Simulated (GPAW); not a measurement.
# Segments of Ga in a Si chain: a series of junctions

How does transport respond as one structural variable is stepped? The junctions: segments of Ga in a Si chain.

Calculated with GPAW 26.7.0; GPAW LCAO, PAW setups; Landauer transmission from Green's functions with principal layers (ASE), zero bias.

### 1. The starting structure

The cell holds 11 atoms: 10 Si and 1 Ga. Cell: a = 9.000 Å, b = 9.000 Å, c = 24.534 Å, α = 90.0°, β = 90.0°, γ = 90.0°. Regions: left lead, 5 atoms (5 Si); channel, 1 atom (1 Ga); right lead, 5 atoms (5 Si). Vacuum lies along a and b. The structure is stacked along c, and the current runs across the ab planes.

### 2. Member of the series, foreign atoms 1

The structure changes from member to member while basis and functional stay, so that the trend is less open to errors of the level than any single value.

The input, run.py:

```python
import json
import numpy as np
from ase import Atoms
from ase.transport.calculators import TransportCalculator
from gpaw import GPAW, FermiDirac
from gpaw.lcao.tools import get_lcao_hamiltonian
from scipy.linalg import eigh

# The junction with lead layers at both ends, along the third cell vector
device = Atoms(
    ['Si', 'Si', 'Si', 'Si', 'Si', 'Ga', 'Si', 'Si', 'Si', 'Si', 'Si'],
    positions=[
        [4.50000, 4.50000, 1.10000],
        [4.50000, 4.50000, 3.30000],
        [4.50000, 4.50000, 5.50000],
        [4.50000, 4.50000, 7.70000],
        [4.50000, 4.50000, 9.90000],
        [4.50000, 4.50000, 12.26690],
        [4.50000, 4.50000, 14.63380],
        [4.50000, 4.50000, 16.83380],
        [4.50000, 4.50000, 19.03380],
        [4.50000, 4.50000, 21.23380],
        [4.50000, 4.50000, 23.43380]],
    cell=[[9.0, 0.0, 0.0], [0.0, 9.0, 0.0], [0.0, 0.0, 24.5338]],
    pbc=True)

# One principal layer of the lead: the first 3 atoms of the device
lead = Atoms(
    ['Si', 'Si', 'Si'],
    positions=[
        [4.50000, 4.50000, 1.10000],
        [4.50000, 4.50000, 3.30000],
        [4.50000, 4.50000, 5.50000]],
    cell=[[9.0, 0.0, 0.0], [0.0, 9.0, 0.0], [0.0, 0.0, 6.6]],
    pbc=True)

settings = dict(mode='lcao', basis='dzp', xc='RPBE', h=0.2,
                occupations=FermiDirac(0.1), maxiter=250,
                mixer=dict(beta=0.1, nmaxold=8, weight=100.0),
                convergence=dict(density=0.0001))
energies = np.arange(-2, 2 + 1e-9, 0.05)
eta = 0.0001
n1, n2 = 1, 1
# k and -k transmit alike, so half of the mesh across the current serves
mesh = [(i, j) for i in range(n1) for j in range(n2) if (i, j) <= (-i % n1, -j % n2)]
weights = np.array([1 if (i, j) == (-i % n1, -j % n2) else 2 for i, j in mesh]) / (n1 * n2)

# [... helper functions left out ...]
fermi_lead = ground_state(lead, (1, 1, 17), 'lead.txt')
fermi_device = ground_state(device, (1, 1, 3), 'device.txt')
# [... loop over the mesh left out, but for ...]
        # Shift the lead onto the potential of the device's first layer
        shift = ((H[:, 0, 0] - H0[:, 0, 0]) / S0[0, 0]).real.mean()
# [...]
kT = 8.617333e-5 * 500
bias = [0.1, 0.2, 0.5, 1.0, 1.5, 2.0]
# [... integrals and printing left out ...]
```

Run with:

```bash
OMP_NUM_THREADS=1 OPENBLAS_NUM_THREADS=1 python run.py
```

Output:

```text
basis functions: device 143, principal layer 39
Fermi level: lead -3.8684 eV, device -3.7773 eV; lead shifted by -0.0137 eV
largest coupling past the next layer 4.99e-05 eV, largest misfit of the first layer 0.033 eV
  E-E_F (eV)   T (one spin)  [channel counts left out]
    -2.000    1.6602e-11
    -1.950    1.7502e-11
    -1.900    1.8787e-11
    -1.850    2.0555e-11
    -1.800    2.2952e-11
    -1.750    2.6193e-11
    -1.700    3.0601e-11
    -1.650    3.6666e-11
    -1.600    4.5165e-11
    -1.550    5.7403e-11
    -1.500    7.6075e-11
    -1.450    1.1394e-10
    -1.400    6.1835e-10
    -1.350    1.0716e-02
    -1.300    5.1605e-02
    -1.250    1.0333e-01
[...]
1.650    2.7738e+00
     1.700    2.7869e+00
     1.750    2.7994e+00
     1.800    2.8110e+00
     1.850    2.8222e+00
     1.900    2.8326e+00
     1.950    2.8424e+00
     2.000    2.8516e+00
conductance at 500 K: 2.37 G0 a cell; thermopower -1.884 uV/K
current from the zero-bias T(E) at 0.1 V: 18.359 uA
current from the zero-bias T(E) at 0.2 V: 36.692 uA
current from the zero-bias T(E) at 0.5 V: 91.287 uA
current from the zero-bias T(E) at 1.0 V: 179.54 uA
current from the zero-bias T(E) at 1.5 V: 262.66 uA
current from the zero-bias T(E) at 2.0 V: 334.34 uA
```

Run time: 28 s. Hardware: 1 thread of Arm Neoverse V2, shared host; peak memory 0.83 GiB.

This step gave:

```yaml
conductance: 2.370 G₀
thermopower: -1.884 μV/K
largest_coupling_past_the_next_principal_layer: 4.99e-5 eV
largest_misfit_of_the_first_principal_layer: 0.03305 eV
shift_that_aligns_the_lead: -0.01369 eV
basis_functions_of_the_junction: 143
basis_functions_of_a_principal_layer: 39
transmission_at_the_fermi_level_one_spin: 2.374
```

One spin. The transmission, zone mean by energy, zero at the Fermi level:

energy (eV), transmission, zone mean and a bar:
```
    -2.00       0.00 
    -1.90       0.00 
    -1.80       0.00 
    -1.70       0.00 
    -1.55       0.00 
    -1.45       0.00 
    -1.35       0.01 
    -1.25       0.10 #
    -1.15       0.22 ##
    -1.05       0.33 ###
    -0.90       1.45 ###############
    -0.80       1.58 #################
    -0.70       1.71 ##################
    -0.60       1.85 ###################
    -0.50       1.98 #####################
    -0.40       2.09 ######################
    -0.25       2.24 ########################
    -0.15       2.31 ########################
    -0.05       2.36 #########################
     0.00       2.37 #########################
     0.05       2.39 #########################
     0.15       2.41 #########################
     0.25       2.43 ##########################
     0.40       2.45 ##########################
     0.50       2.46 ##########################
     0.60       2.48 ##########################
     0.70       2.50 ##########################
     0.80       2.52 ##########################
     0.90       2.54 ###########################
     1.05       2.59 ###########################
     1.15       2.62 ############################
     1.25       2.65 ############################
     1.35       2.68 ############################
     1.45       2.72 #############################
     1.55       2.75 #############################
     1.70       2.79 #############################
     1.80       2.81 ##############################
     1.90       2.83 ##############################
     2.00       2.85 ##############################
```

Not self-consistent under bias; the bias window is split evenly. The current through one cell, from the zero-bias transmission by bias:

| bias (V) | current through one cell, from the zero-bias transmission (μA) |
| --- | --- |
| 0.100 | 18.4 |
| 0.200 | 36.7 |
| 0.500 | 91.3 |
| 1.000 | 180 |
| 1.500 | 263 |
| 2.000 | 334 |

Table of transmission of the three most open eigenchannels by energy, zero at the Fermi level:

```csv
energy (eV),channel 1,channel 2,channel 3
-1.400,2.4e-10,2.4e-10,1.4e-10
-1.200,0.0800,0.0800,1.1e-9
-1.000,0.191,0.191,1.3e-7
-0.800,0.969,0.308,0.308
-0.600,0.964,0.441,0.441
-0.400,0.958,0.568,0.568
-0.200,0.954,0.659,0.659
0.000,0.951,0.712,0.712
0.200,0.949,0.737,0.737
0.400,0.948,0.751,0.751
0.600,0.947,0.765,0.765
0.800,0.946,0.785,0.785
1.000,0.945,0.813,0.813
1.200,0.945,0.844,0.844
1.400,0.945,0.877,0.877
1.600,0.946,0.907,0.907
1.800,0.947,0.932,0.932
2.000,0.951,0.951,0.949
```

Couplings past the next layer reach 5.0e-5 eV, small enough to drop; the matrix elements of the cell's first layer differ from the bulk lead's by up to 0.033 eV. That layer keeps its own values in the calculation, and only beyond it is the lead taken as perfect. The Fermi levels of lead and junction count from different zeros of potential, one for each periodic cell; with both set to zero, the small remaining shift is what aligns them. By hand: G = 2.370 × 77.48 μS = 184 μS, a resistance of 5.45 kΩ; at 0.1 V a linear junction would pass 18.4 μA, and the integral over the bias window gives 18.4 μA. Mott's formula, S = -(π²/3)(k_B²T/e) d ln T/dE, has the prefactor 12.2 μV/K·eV at 500 K; T = 2.355 at -0.05 eV and 2.390 at 0.05 eV give a slope of 0.147 per eV and S = -1.80 μV/K, beside -1.88 μV/K from the thermal integral, which interpolates the same grid.

### 3. Junction, 12 atoms: segment atoms = 2

System of this step: 2 Ga atoms in a Si chain. The cell holds 12 atoms: 10 Si and 2 Ga. Its edges and angles: a = 9.000 Å, b = 9.000 Å, c = 27.084 Å, α = 90.0°, β = 90.0°, γ = 90.0°. Regions: left lead, 5 atoms (5 Si); channel, 2 atoms (2 Ga); right lead, 5 atoms (5 Si). Vacuum lies along a and b. The structure is stacked along c, and the current runs across the ab planes.

run.py, as its differences from that of step 2:

```diff
@@ -10,3 +10,3 @@
 device = Atoms(
-    ['Si', 'Si', 'Si', 'Si', 'Si', 'Ga', 'Si', 'Si', 'Si', 'Si', 'Si'],
+    ['Si', 'Si', 'Si', 'Si', 'Si', 'Ga', 'Ga', 'Si', 'Si', 'Si', 'Si', 'Si'],
     positions=[
@@ -18,8 +18,9 @@
         [4.50000, 4.50000, 12.26690],
-        [4.50000, 4.50000, 14.63380],
-        [4.50000, 4.50000, 16.83380],
-        [4.50000, 4.50000, 19.03380],
-        [4.50000, 4.50000, 21.23380],
-        [4.50000, 4.50000, 23.43380]],
-    cell=[[9.0, 0.0, 0.0], [0.0, 9.0, 0.0], [0.0, 0.0, 24.5338]],
+        [4.50000, 4.50000, 14.81690],
+        [4.50000, 4.50000, 17.18380],
+        [4.50000, 4.50000, 19.38380],
+        [4.50000, 4.50000, 21.58380],
+        [4.50000, 4.50000, 23.78380],
+        [4.50000, 4.50000, 25.98380]],
+    cell=[[9.0, 0.0, 0.0], [0.0, 9.0, 0.0], [0.0, 0.0, 27.0838]],
     pbc=True)
```

Output:

```text
basis functions: device 156, principal layer 39
Fermi level: lead -3.8684 eV, device -3.6637 eV; lead shifted by 0.0099 eV
largest coupling past the next layer 4.99e-05 eV, largest misfit of the first layer 0.039 eV
  E-E_F (eV)   T (one spin)  [channel counts left out]
    -2.000    1.8570e-11
    -1.950    1.9279e-11
    -1.900    2.0402e-11
    -1.850    2.2020e-11
    -1.800    2.4263e-11
    -1.750    2.7325e-11
    -1.700    3.1502e-11
    -1.650    3.7245e-11
    -1.600    4.5266e-11
    -1.550    5.6716e-11
    -1.500    7.3534e-11
    -1.450    9.9295e-11
    -1.400    1.4604e-10
    -1.350    5.2115e-09
    -1.300    4.0588e-03
    -1.250    8.1821e-03
[...]
1.650    2.8613e+00
     1.700    2.8619e+00
     1.750    2.8629e+00
     1.800    2.8669e+00
     1.850    2.8659e+00
     1.900    2.8679e+00
     1.950    2.8704e+00
     2.000    2.8731e+00
conductance at 500 K: 1.8181 G0 a cell; thermopower -10.01 uV/K
current from the zero-bias T(E) at 0.1 V: 14.082 uA
current from the zero-bias T(E) at 0.2 V: 28.138 uA
current from the zero-bias T(E) at 0.5 V: 69.942 uA
current from the zero-bias T(E) at 1.0 V: 138.13 uA
current from the zero-bias T(E) at 1.5 V: 205.43 uA
current from the zero-bias T(E) at 2.0 V: 266.82 uA
```

Elapsed: 29 s, on 1 thread; peak memory 0.87 GiB.

This step gave:

```
conductance                                 : 1.818 G₀
thermopower                                 : -10.01 μV/K
largest misfit of the first principal layer : 0.03943 eV
shift that aligns the lead                  : 0.009857 eV
basis functions of the junction             : 156
transmission at the Fermi level (one spin)  : 1.823
```

One spin. The transmission, zone mean by energy, zero at the Fermi level:

energy (eV), transmission, zone mean and a bar:
```
   -2.000       0.00 
   -1.800       0.00 
   -1.600       0.00 
   -1.400       0.00 
   -1.200       0.01 
   -1.000       0.04 
   -0.800       0.80 ########
   -0.600       0.99 ##########
   -0.400       1.20 #############
   -0.200       1.50 ################
    0.000       1.82 ###################
    0.200       2.09 ######################
    0.400       2.30 ########################
    0.600       2.49 ##########################
    0.800       2.65 ############################
    1.000       2.77 #############################
    1.200       2.84 ##############################
    1.400       2.86 ##############################
    1.600       2.86 ##############################
    1.800       2.87 ##############################
    2.000       2.87 ##############################
```

Not self-consistent under bias; the bias window is split evenly. The current through one cell, from the zero-bias transmission by bias:

| bias (V) | current through one cell, from the zero-bias transmission (μA) |
| --- | --- |
| 0.100 | 14.1 |
| 0.200 | 28.1 |
| 0.500 | 69.9 |
| 1.000 | 138 |
| 1.500 | 205 |
| 2.000 | 267 |

Transmission of the three most open eigenchannels against energy, zero at the Fermi level:

| energy (eV) | channel 1 | channel 2 | channel 3 |
| --- | --- | --- | --- |
| -2.00 | 1.7e-11 | 1.2e-12 | 0 |
| -1.90 | 1.9e-11 | 1.2e-12 | 0 |
| -1.80 | 2.3e-11 | 1.2e-12 | 0 |
| -1.70 | 3.0e-11 | 1.2e-12 | 0 |
| -1.55 | 5.6e-11 | 1.2e-12 | 0 |
| -1.45 | 9.8e-11 | 1.1e-12 | 0 |
| -1.35 | 2.5e-9 | 2.5e-9 | 2.1e-10 |
| -1.25 | 0.00409 | 0.00409 | 5.5e-10 |
| -1.15 | 0.00898 | 0.00898 | 2.2e-9 |
| -1.05 | 0.0161 | 0.0161 | 2.0e-8 |
| -0.90 | 0.332 | 0.0327 | 0.0327 |
| -0.80 | 0.706 | 0.0493 | 0.0493 |
| -0.70 | 0.763 | 0.0721 | 0.0721 |
| -0.60 | 0.784 | 0.103 | 0.103 |
| -0.50 | 0.794 | 0.145 | 0.145 |
| -0.40 | 0.800 | 0.200 | 0.200 |
| -0.25 | 0.806 | 0.306 | 0.306 |
| -0.15 | 0.810 | 0.387 | 0.387 |
| -0.05 | 0.812 | 0.467 | 0.467 |
| 0.00 | 0.814 | 0.505 | 0.505 |
| 0.05 | 0.815 | 0.541 | 0.541 |
| 0.15 | 0.817 | 0.607 | 0.607 |
| 0.25 | 0.820 | 0.664 | 0.664 |
| 0.40 | 0.824 | 0.740 | 0.740 |
| 0.50 | 0.826 | 0.786 | 0.786 |
| 0.60 | 0.830 | 0.830 | 0.829 |
| 0.70 | 0.872 | 0.872 | 0.832 |
| 0.80 | 0.909 | 0.909 | 0.835 |
| 0.90 | 0.941 | 0.941 | 0.838 |
| 1.05 | 0.975 | 0.975 | 0.843 |
| 1.15 | 0.989 | 0.989 | 0.847 |
| 1.25 | 0.996 | 0.996 | 0.852 |
| 1.35 | 0.999 | 0.999 | 0.857 |
| 1.45 | 0.998 | 0.998 | 0.862 |
| 1.55 | 0.996 | 0.996 | 0.867 |
| 1.70 | 0.993 | 0.993 | 0.876 |
| 1.80 | 0.992 | 0.992 | 0.883 |
| 1.90 | 0.989 | 0.989 | 0.889 |
| 2.00 | 0.989 | 0.989 | 0.896 |

The conductance, 1.82 G₀, lies 23 % below that of the member before.

### 4. Member of the series, 13 atoms: segment atoms = 3

System of this step: 3 Ga atoms in a Si chain. The cell holds 13 atoms: 10 Si and 3 Ga. Cell: a = 9.000 Å, b = 9.000 Å, c = 29.634 Å, α = 90.0°, β = 90.0°, γ = 90.0°. Regions: left lead, 5 atoms (5 Si); channel, 3 atoms (3 Ga); right lead, 5 atoms (5 Si). Vacuum lies along a and b. The structure is stacked along c, and the current runs across the ab planes.

run.py, as its differences from that of step 3:

```diff
@@ -10,3 +10,3 @@
 device = Atoms(
-    ['Si', 'Si', 'Si', 'Si', 'Si', 'Ga', 'Ga', 'Si', 'Si', 'Si', 'Si', 'Si'],
+    ['Si', 'Si', 'Si', 'Si', 'Si', 'Ga', 'Ga', 'Ga', 'Si', 'Si', 'Si', 'Si', 'Si'],
     positions=[
@@ -19,8 +19,9 @@
         [4.50000, 4.50000, 14.81690],
-        [4.50000, 4.50000, 17.18380],
-        [4.50000, 4.50000, 19.38380],
-        [4.50000, 4.50000, 21.58380],
-        [4.50000, 4.50000, 23.78380],
-        [4.50000, 4.50000, 25.98380]],
-    cell=[[9.0, 0.0, 0.0], [0.0, 9.0, 0.0], [0.0, 0.0, 27.0838]],
+        [4.50000, 4.50000, 17.36690],
+        [4.50000, 4.50000, 19.73380],
+        [4.50000, 4.50000, 21.93380],
+        [4.50000, 4.50000, 24.13380],
+        [4.50000, 4.50000, 26.33380],
+        [4.50000, 4.50000, 28.53380]],
+    cell=[[9.0, 0.0, 0.0], [0.0, 9.0, 0.0], [0.0, 0.0, 29.6338]],
     pbc=True)
```

Output:

```text
basis functions: device 169, principal layer 39
Fermi level: lead -3.8684 eV, device -3.5650 eV; lead shifted by -0.0000 eV
largest coupling past the next layer 4.99e-05 eV, largest misfit of the first layer 0.035 eV
  E-E_F (eV)   T (one spin)  [channel counts left out]
    -2.000    1.6432e-11
    -1.950    1.6830e-11
    -1.900    1.7679e-11
[...]
1.950    2.8826e+00
     2.000    2.8984e+00
conductance at 500 K: 1.9634 G0 a cell; thermopower -23.04 uV/K
current from the zero-bias T(E) at 0.1 V: 15.203 uA
current from the zero-bias T(E) at 0.2 V: 30.347 uA
current from the zero-bias T(E) at 0.5 V: 74.911 uA
current from the zero-bias T(E) at 1.0 V: 144.36 uA
current from the zero-bias T(E) at 1.5 V: 206.84 uA
current from the zero-bias T(E) at 2.0 V: 260.01 uA
```

The job ended after 32 s (1 thread; peak memory 0.93 GiB).

The conductance, 1.96 G₀, lies 8.0 % above that of the member before.

### 5. Junction, 14 atoms: segment atoms = 4

System of this step: 4 Ga atoms in a Si chain. The cell holds 14 atoms: 10 Si and 4 Ga. Cell: a = 9.000 Å, b = 9.000 Å, c = 32.184 Å, α = 90.0°, β = 90.0°, γ = 90.0°. Regions: left lead, 5 atoms (5 Si); channel, 4 atoms (4 Ga); right lead, 5 atoms (5 Si). Vacuum lies along a and b. The structure is stacked along c, and the current runs across the ab planes.

run.py, as its differences from that of step 4:

```diff
@@ -10,3 +10,3 @@
 device = Atoms(
-    ['Si', 'Si', 'Si', 'Si', 'Si', 'Ga', 'Ga', 'Ga', 'Si', 'Si', 'Si', 'Si', 'Si'],
+    ['Si', 'Si', 'Si', 'Si', 'Si', 'Ga', 'Ga', 'Ga', 'Ga', 'Si', 'Si', 'Si', 'Si', 'Si'],
     positions=[
@@ -20,8 +20,9 @@
         [4.50000, 4.50000, 17.36690],
-        [4.50000, 4.50000, 19.73380],
-        [4.50000, 4.50000, 21.93380],
-        [4.50000, 4.50000, 24.13380],
-        [4.50000, 4.50000, 26.33380],
-        [4.50000, 4.50000, 28.53380]],
-    cell=[[9.0, 0.0, 0.0], [0.0, 9.0, 0.0], [0.0, 0.0, 29.6338]],
+        [4.50000, 4.50000, 19.91690],
+        [4.50000, 4.50000, 22.28380],
+        [4.50000, 4.50000, 24.48380],
+        [4.50000, 4.50000, 26.68380],
+        [4.50000, 4.50000, 28.88380],
+        [4.50000, 4.50000, 31.08380]],
+    cell=[[9.0, 0.0, 0.0], [0.0, 9.0, 0.0], [0.0, 0.0, 32.1838]],
     pbc=True)
```

Output:

```text
basis functions: device 182, principal layer 39
Fermi level: lead -3.8684 eV, device -3.5036 eV; lead shifted by 0.0120 eV
largest coupling past the next layer 4.99e-05 eV, largest misfit of the first layer 0.042 eV
  E-E_F (eV)   T (one spin)  [channel counts left out]
    -2.000    1.9433e-11
    -1.950    1.9303e-11
    -1.900    1.9742e-11
[...]
1.950    2.8957e+00
     2.000    2.8981e+00
conductance at 500 K: 2.2872 G0 a cell; thermopower -23.07 uV/K
current from the zero-bias T(E) at 0.1 V: 17.591 uA
current from the zero-bias T(E) at 0.2 V: 34.461 uA
current from the zero-bias T(E) at 0.5 V: 77.748 uA
current from the zero-bias T(E) at 1.0 V: 134.06 uA
current from the zero-bias T(E) at 1.5 V: 186.37 uA
current from the zero-bias T(E) at 2.0 V: 238.69 uA
```

It took 38 s on 1 thread; peak memory 0.99 GiB.

One spin. The transmission, zone mean by energy, zero at the Fermi level:

```
energy (eV)  transmission, zone mean
      -2.00                  1.9e-11
      -1.85                  2.1e-11
      -1.70                  2.9e-11
      -1.60                  4.3e-11
      -1.45                  1.0e-10
      -1.30                   5.7e-5
      -1.15                   1.9e-4
      -1.05                   4.2e-4
      -0.90                   0.0668
      -0.75                    0.376
      -0.60                    0.483
      -0.50                    0.538
      -0.35                    0.660
      -0.20                     1.03
      -0.05                     2.09
       0.00                     2.46
       0.05                     2.64
       0.10                     2.64
       0.20                     2.44
       0.35                     2.20
       0.50                     2.15
       0.60                     2.20
       0.75                     2.36
       0.90                     2.58
       1.05                     2.79
       1.15                     2.88
       1.30                     2.95
       1.45                     2.94
       1.60                     2.92
       1.70                     2.90
       1.85                     2.89
       2.00                     2.90
```

The conductance, 2.29 G₀, lies 16 % above that of the member before.

[end of part 1 of 2]

[Logs are printed without paths, hosts, clocks, repeated set-up lines and the standing remarks that a program may print on its own settings, such as how far it seeks lower states.]

[Hosts, paths, dates, database ids (printed as entryN), source tags and the programs' standing remarks are cut or masked in the printed files.]
